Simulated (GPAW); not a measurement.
# Ballistic transport through a Ga chain with a Li atom on top of one atom, cheap and dear

Wanted: the zero-bias transmission of a Ga chain with a Li atom on top of one atom on a ladder of levels, with run times.

Program: GPAW 26.7.0. Level of theory: GPAW LCAO, PAW setups; Landauer transmission from Green's functions with principal layers (ASE), zero bias. Results are calculated unless marked as measured.

### 1. The structure

The cell holds 12 atoms: 11 Ga and 1 Li. Its edges and angles: a = 9.000 Å, b = 9.000 Å, c = 28.050 Å, α = 90.0°, β = 90.0°, γ = 90.0°. Regions: left lead, 5 atoms (5 Ga); channel, 2 atoms (1 Ga and 1 Li); right lead, 5 atoms (5 Ga). Vacuum lies along a and b. The structure is stacked along c, and the current runs across the ab planes.

### 2. Double-zeta polarised basis

Localised orbitals split the wire into layers that couple to their neighbours alone, which is what the Green's function method needs; double zeta with polarisation is the usual level for numbers.

Input file run.py:

```python
import json
import numpy as np
from ase import Atoms
from ase.transport.calculators import TransportCalculator
from gpaw import GPAW, FermiDirac
from gpaw.lcao.tools import get_lcao_hamiltonian
from scipy.linalg import eigh

# The junction with lead layers at both ends, along the third cell vector
device = Atoms(
    ['Ga', 'Ga', 'Ga', 'Ga', 'Ga', 'Ga', 'Li', 'Ga', 'Ga', 'Ga', 'Ga', 'Ga'],
    positions=[
        [4.50000, 4.50000, 1.27500],
        [4.50000, 4.50000, 3.82500],
        [4.50000, 4.50000, 6.37500],
        [4.50000, 4.50000, 8.92500],
        [4.50000, 4.50000, 11.47500],
        [4.50000, 4.50000, 14.02500],
        [7.07530, 4.50000, 14.02500],
        [4.50000, 4.50000, 16.57500],
        [4.50000, 4.50000, 19.12500],
        [4.50000, 4.50000, 21.67500],
        [4.50000, 4.50000, 24.22500],
        [4.50000, 4.50000, 26.77500]],
    cell=[[9.0, 0.0, 0.0], [0.0, 9.0, 0.0], [0.0, 0.0, 28.05]],
    pbc=True)

# One principal layer of the lead: the first 3 atoms of the device
lead = Atoms(
    ['Ga', 'Ga', 'Ga'],
    positions=[
        [4.50000, 4.50000, 1.27500],
        [4.50000, 4.50000, 3.82500],
        [4.50000, 4.50000, 6.37500]],
    cell=[[9.0, 0.0, 0.0], [0.0, 9.0, 0.0], [0.0, 0.0, 7.65]],
    pbc=True)

settings = dict(mode='lcao', basis='dzp', xc='PBE', h=0.2,
                occupations=FermiDirac(0.1), maxiter=250,
                mixer=dict(beta=0.1, nmaxold=8, weight=100.0),
                convergence=dict(density=0.0001))
energies = np.arange(-2, 2 + 1e-9, 0.05)
eta = 0.0001
n1, n2 = 1, 1
# k and -k transmit alike, so half of the mesh across the current serves
mesh = [(i, j) for i in range(n1) for j in range(n2) if (i, j) <= (-i % n1, -j % n2)]
weights = np.array([1 if (i, j) == (-i % n1, -j % n2) else 2 for i, j in mesh]) / (n1 * n2)

# [... helper functions left out ...]
fermi_lead = ground_state(lead, (1, 1, 15), 'lead.txt')
fermi_device = ground_state(device, (1, 1, 3), 'device.txt')
# [... loop over the mesh left out, but for ...]
        # Shift the lead onto the potential of the device's first layer
        shift = ((H[:, 0, 0] - H0[:, 0, 0]) / S0[0, 0]).real.mean()
# [...]
kT = 8.617333e-5 * 77
bias = [0.1, 0.2, 0.5, 1.0, 1.5, 2.0]
# [... integrals and printing left out ...]
```

Started as:

```console
$ OMP_NUM_THREADS=1 OPENBLAS_NUM_THREADS=1 python run.py
```

Output:

```text
basis functions: device 148, principal layer 39
Fermi level: lead -2.8498 eV, device -2.6630 eV; lead shifted by 0.0048 eV
largest coupling past the next layer 6.03e-05 eV, largest misfit of the first layer 0.017 eV
  E-E_F (eV)   T (one spin)  [channel counts left out]
    -2.000    9.9902e-01
    -1.950    9.9901e-01
    -1.900    9.9901e-01
    -1.850    9.9901e-01
    -1.800    9.9901e-01
    -1.750    9.9902e-01
    -1.700    9.9903e-01
    -1.650    9.9907e-01
    -1.600    9.9913e-01
    -1.550    9.9923e-01
    -1.500    9.9857e-01
    -1.450    1.3124e-05
    -1.400    9.9583e-01
    -1.350    9.9745e-01
    -1.300    9.9780e-01
    -1.250    9.9791e-01
[...]
1.650    2.5239e+00
     1.700    2.3113e+00
     1.750    2.8530e+00
     1.800    2.9384e+00
     1.850    2.9625e+00
     1.900    2.9723e+00
     1.950    2.9772e+00
     2.000    2.9800e+00
conductance at 77 K: 2.775 G0 a cell; thermopower -0.4728 uV/K
current from the zero-bias T(E) at 0.1 V: 21.482 uA
current from the zero-bias T(E) at 0.2 V: 42.854 uA
current from the zero-bias T(E) at 0.5 V: 101.83 uA
current from the zero-bias T(E) at 1.0 V: 177.11 uA
current from the zero-bias T(E) at 1.5 V: 249.28 uA
current from the zero-bias T(E) at 2.0 V: 325.5 uA
```

Wall time 39 s (1 thread of Arm Neoverse V1, shared host); peak memory 0.97 GiB.

This step gave:

```
conductance                                    : 2.775 G₀
largest coupling past the next principal layer : 6.03e-5 eV
largest misfit of the first principal layer    : 0.01740 eV
shift that aligns the lead                     : 0.004823 eV
basis functions of the junction                : 148
basis functions of a principal layer           : 39
transmission at the Fermi level (one spin)     : 2.776
```

One spin. The transmission, zone mean by energy, zero at the Fermi level:

energy (eV), transmission, zone mean and a bar from the least value:
```
   -2.000       1.00 ########
   -1.800       1.00 ########
   -1.600       1.00 ########
   -1.400       1.00 ########
   -1.200       1.00 ########
   -1.000       1.00 ########
   -0.800       1.00 ########
   -0.600       0.31 
   -0.400       1.00 ########
   -0.200       2.34 #######################
    0.000       2.78 ############################
    0.200       2.85 #############################
    0.400       2.88 #############################
    0.600       2.91 #############################
    0.800       2.93 #############################
    1.000       2.95 ##############################
    1.200       2.96 ##############################
    1.300       2.97 ##############################
    1.400       2.96 ##############################
    1.600       2.87 #############################
    1.800       2.94 ##############################
    2.000       2.98 ##############################
```

Not self-consistent under bias; the bias window is split evenly. Table of current through one cell, from the zero-bias transmission by bias:

```csv
bias (V),"current through one cell, from the zero-bias transmission (μA)"
0.100,21.5
0.200,42.9
0.500,102
1.000,177
1.500,249
2.000,326
```

Transmission of the three most open eigenchannels against energy, zero at the Fermi level:

```csv
energy (eV),channel 1,channel 2,channel 3
-2.00,0.999,3.3e-11,0
-1.90,0.999,3.3e-11,0
-1.80,0.999,3.2e-11,0
-1.70,0.999,3.2e-11,0
-1.55,0.999,3.1e-11,0
-1.45,1.3e-5,3.1e-11,0
-1.35,0.997,3.0e-11,0
-1.25,0.998,2.9e-11,0
-1.15,0.998,2.9e-11,0
-1.05,0.998,2.8e-11,0
-0.90,0.997,2.8e-11,0
-0.80,0.995,2.7e-11,0
-0.70,0.987,2.7e-11,0
-0.60,0.311,2.9e-11,2.9e-11
-0.50,0.991,2.5e-11,3.0e-12
-0.40,0.998,2.5e-11,2.4e-11
-0.25,0.999,0.0739,0.00819
-0.15,0.999,0.984,0.581
-0.05,0.999,0.996,0.739
0.00,0.999,0.997,0.780
0.05,0.999,0.998,0.808
0.15,0.999,0.998,0.843
0.25,0.999,0.997,0.864
0.40,0.999,0.994,0.888
0.50,0.999,0.991,0.903
0.60,0.999,0.988,0.918
0.70,0.999,0.985,0.933
0.80,0.999,0.984,0.947
0.90,0.999,0.984,0.958
1.05,0.999,0.986,0.971
1.15,0.999,0.987,0.976
1.25,0.999,0.988,0.978
1.35,0.999,0.989,0.978
1.45,0.999,0.990,0.971
1.55,0.999,0.990,0.941
1.70,0.999,0.991,0.321
1.80,0.999,0.991,0.948
1.90,0.999,0.992,0.981
2.00,0.999,0.993,0.988
```

Couplings past the next layer reach 6.0e-5 eV, small enough to drop; the matrix elements of the cell's first layer differ from the bulk lead's by up to 0.017 eV. That layer keeps its own values in the calculation, and only beyond it is the lead taken as perfect. The Fermi levels of lead and junction count from different zeros of potential, one for each periodic cell; with both set to zero, the small remaining shift is what aligns them. By hand: G = 2.775 × 77.48 μS = 215 μS, a resistance of 4.65 kΩ; at 0.1 V a linear junction would pass 21.5 μA, and the integral over the bias window gives 21.5 μA.

### 3. GPAW, szp: basis = "szp(dzp)"

One radial function a shell plus polarisation makes the matrices smaller; the question is what that costs.

run.py, as its differences from that of step 2:

```diff
@@ -37,3 +37,3 @@
 
-settings = dict(mode='lcao', basis='dzp', xc='PBE', h=0.2,
+settings = dict(mode='lcao', basis='szp(dzp)', xc='PBE', h=0.2,
                 occupations=FermiDirac(0.1), maxiter=250,
```

Output:

```text
basis functions: device 103, principal layer 27
Fermi level: lead -3.1746 eV, device -2.9588 eV; lead shifted by 0.0015 eV
largest coupling past the next layer 5.81e-05 eV, largest misfit of the first layer 0.019 eV
  E-E_F (eV)   T (one spin)  [channel counts left out]
    -2.000    9.9841e-01
    -1.950    9.9815e-01
    -1.900    9.9777e-01
    -1.850    9.9712e-01
    -1.800    9.9588e-01
    -1.750    9.9263e-01
    -1.700    9.6812e-01
    -1.650    1.9598e-06
    -1.600    4.0014e-07
    -1.550    2.8045e-07
    -1.500    4.2175e-07
    -1.450    2.6400e-06
    -1.400    9.8568e-01
    -1.350    9.9569e-01
    -1.300    9.9754e-01
    -1.250    9.9826e-01
[...]
1.650    2.9663e+00
     1.700    2.9636e+00
     1.750    2.9586e+00
     1.800    2.9493e+00
     1.850    2.9300e+00
     1.900    2.8808e+00
     1.950    2.6996e+00
     2.000    2.0035e+00
conductance at 77 K: 2.7933 G0 a cell; thermopower -0.4539 uV/K
current from the zero-bias T(E) at 0.1 V: 21.622 uA
current from the zero-bias T(E) at 0.2 V: 43.124 uA
current from the zero-bias T(E) at 0.5 V: 101.81 uA
current from the zero-bias T(E) at 1.0 V: 177.02 uA
current from the zero-bias T(E) at 1.5 V: 251.69 uA
current from the zero-bias T(E) at 2.0 V: 327.94 uA
```

It took 33 s on 1 thread; peak memory 0.95 GiB.

Numbers from this step:

| Property | Result |
| --- | --- |
| conductance | 2.793 G₀ |
| largest coupling past the next principal layer | 5.81e-5 eV |
| largest misfit of the first principal layer | 0.01912 eV |
| shift that aligns the lead | 0.001546 eV |
| basis functions of the junction | 103 |
| basis functions of a principal layer | 27 |
| transmission at the Fermi level (one spin) | 2.795 |

One spin. The transmission, zone mean by energy, zero at the Fermi level:

```
energy (eV)  transmission, zone mean
      -2.00                    0.998
      -1.90                    0.998
      -1.80                    0.996
      -1.70                    0.968
      -1.55                   2.8e-7
      -1.45                   2.6e-6
      -1.35                    0.996
      -1.25                    0.998
      -1.15                    0.999
      -1.05                    0.999
      -0.90                    0.999
      -0.80                    0.998
      -0.70                    0.996
      -0.60                    0.928
      -0.50                    0.981
      -0.40                    0.996
      -0.25                    0.998
      -0.15                     2.57
      -0.05                     2.75
       0.00                     2.79
       0.05                     2.82
       0.15                     2.85
       0.25                     2.87
       0.40                     2.89
       0.50                     2.90
       0.60                     2.91
       0.70                     2.92
       0.80                     2.93
       0.90                     2.94
       1.05                     2.95
       1.15                     2.96
       1.25                     2.96
       1.35                     2.97
       1.45                     2.97
       1.50                     2.97
       1.55                     2.97
       1.70                     2.96
       1.80                     2.95
       1.90                     2.88
       2.00                     2.00
```

Not self-consistent under bias; the bias window is split evenly. Table of current through one cell, from the zero-bias transmission by bias:

| bias (V) | current through one cell, from the zero-bias transmission (μA) |
| --- | --- |
| 0.100 | 21.6 |
| 0.200 | 43.1 |
| 0.500 | 102 |
| 1.000 | 177 |
| 1.500 | 252 |
| 2.000 | 328 |

The transmission of the three most open eigenchannels by energy, zero at the Fermi level:

```
energy (eV)  channel 1  channel 2  channel 3
     -2.000      0.998          0          0
     -1.800      0.996          0          0
     -1.600     4.0e-7          0          0
     -1.400      0.986          0          0
     -1.200      0.999          0          0
     -1.000      0.999          0          0
     -0.800      0.998          0          0
     -0.600      0.928          0          0
     -0.400      0.996    1.4e-11    2.3e-12
     -0.200      0.999      0.893      0.376
      0.000      0.999      0.997      0.799
      0.200      0.999      0.997      0.867
      0.400      0.999      0.994      0.896
      0.600      0.999      0.987      0.922
      0.800      0.999      0.985      0.946
      1.000      0.999      0.986      0.964
      1.200      0.999      0.988      0.974
      1.400      0.999      0.990      0.979
      1.600      0.999      0.991      0.977
      1.800      0.999      0.992      0.958
      2.000      0.999      0.994     0.0101
```

The conductance, 2.79 G₀, lies 0.7 % above that of the dzp run.

### 4. Minimal basis

One function for each valence shell of the setup, as for a first survey of a large system.

run.py, as its differences from that of step 3:

```diff
@@ -37,3 +37,3 @@
 
-settings = dict(mode='lcao', basis='szp(dzp)', xc='PBE', h=0.2,
+settings = dict(mode='lcao', basis='sz(dzp)', xc='PBE', h=0.2,
                 occupations=FermiDirac(0.1), maxiter=250,
```

Output:

```text
basis functions: device 45, principal layer 12
Fermi level: lead -3.2329 eV, device -3.0118 eV; lead shifted by -0.0064 eV
largest coupling past the next layer 5.75e-05 eV, largest misfit of the first layer 0.018 eV
  E-E_F (eV)   T (one spin)  [channel counts left out]
    -2.000    9.9880e-01
    -1.950    9.9855e-01
    -1.900    9.9811e-01
[...]
1.950    2.4640e+00
     2.000    2.2369e+00
conductance at 77 K: 2.7641 G0 a cell; thermopower -0.4005 uV/K
current from the zero-bias T(E) at 0.1 V: 21.393 uA
current from the zero-bias T(E) at 0.2 V: 42.643 uA
current from the zero-bias T(E) at 0.5 V: 100.53 uA
current from the zero-bias T(E) at 1.0 V: 174.83 uA
current from the zero-bias T(E) at 1.5 V: 248.18 uA
current from the zero-bias T(E) at 2.0 V: 323.42 uA
```

The job ended after 23 s (1 thread; peak memory 0.87 GiB).

This step gave:

```
conductance                                    : 2.764 G₀
largest coupling past the next principal layer : 5.75e-5 eV
largest misfit of the first principal layer    : 0.01794 eV
shift that aligns the lead                     : -0.006371 eV
basis functions of the junction                : 45
basis functions of a principal layer           : 12
transmission at the Fermi level (one spin)     : 2.766
```

The conductance, 2.76 G₀, lies 0.4 % below that of the dzp run.

### 5. revPBE in the dzp basis: xc = "revPBE"

Back in the dzp basis, the functional changes from PBE to revPBE, to set the spread between functionals beside that between bases.

run.py, as its differences from that of step 4:

```diff
@@ -37,3 +37,3 @@
 
-settings = dict(mode='lcao', basis='sz(dzp)', xc='PBE', h=0.2,
+settings = dict(mode='lcao', basis='dzp', xc='revPBE', h=0.2,
                 occupations=FermiDirac(0.1), maxiter=250,
```

Output:

```text
basis functions: device 148, principal layer 39
Fermi level: lead -2.7655 eV, device -2.5792 eV; lead shifted by 0.0065 eV
largest coupling past the next layer 6.04e-05 eV, largest misfit of the first layer 0.019 eV
  E-E_F (eV)   T (one spin)  [channel counts left out]
    -2.000    9.9890e-01
    -1.950    9.9888e-01
    -1.900    9.9886e-01
[...]
1.950    2.9796e+00
     2.000    2.9814e+00
conductance at 77 K: 2.7691 G0 a cell; thermopower -0.4858 uV/K
current from the zero-bias T(E) at 0.1 V: 21.437 uA
current from the zero-bias T(E) at 0.2 V: 42.77 uA
current from the zero-bias T(E) at 0.5 V: 101.72 uA
current from the zero-bias T(E) at 1.0 V: 177 uA
current from the zero-bias T(E) at 1.5 V: 245.71 uA
current from the zero-bias T(E) at 2.0 V: 321.92 uA
```

Wall time 38 s (1 thread); peak memory 0.97 GiB.

This step gave:

```yaml
conductance: 2.769 G₀
largest_coupling_past_the_next_principal_layer: 6.04e-5 eV
largest_misfit_of_the_first_principal_layer: 0.01875 eV
shift_that_aligns_the_lead: 0.006485 eV
basis_functions_of_the_junction: 148
basis_functions_of_a_principal_layer: 39
transmission_at_the_fermi_level_one_spin: 2.770
```

The conductance, 2.77 G₀, lies 0.2 % below that of the dzp run.

### 6. The ladder

Times are for 1 thread of Arm Neoverse V1, shared host. The runs compared:

| no. | run | conductance (G₀) | time | memory (GiB) |
| --- | --- | --- | --- | --- |
| 1 | dzp | 2.775 | 39 s | 0.97 |
| 2 | szp | 2.793 | 33 s | 0.95 |
| 3 | sz | 2.764 | 23 s | 0.87 |
| 4 | dzp revPBE | 2.769 | 38 s | 0.97 |

### 7. Comparison

The curves are compared point by point over the common energies.

This step: comparison of transmission and cost over codes and levels (GPAW 26.7.0).

Ladder, by row:

| step | code | T at the Fermi level (sum over the listed spins) | conductance (G0) | r.m.s. T(E) from the first | wall time (s) | peak memory (GiB) | threads |
| --- | --- | --- | --- | --- | --- | --- | --- |
| dzp | GPAW | 2.776 | 2.775 | 0 | 38.65 | 0.97 | 1 |
| szp | GPAW | 2.795 | 2.793 | 0.2743 | 33.15 | 0.95 | 1 |
| sz | GPAW | 2.766 | 2.764 | 0.3079 | 22.55 | 0.87 | 1 |
| dzp-revPBE | GPAW | 2.77 | 2.769 | 0.08399 | 38.28 | 0.97 | 1 |

[end of part 1 of 2]

[Logs are printed without paths, hosts, clocks, repeated set-up lines and the standing remarks that a program may print on its own settings, such as how far it seeks lower states.]

[Hosts, paths, dates, database ids (printed as entryN), source tags and the programs' standing remarks are cut or masked in the printed files.]
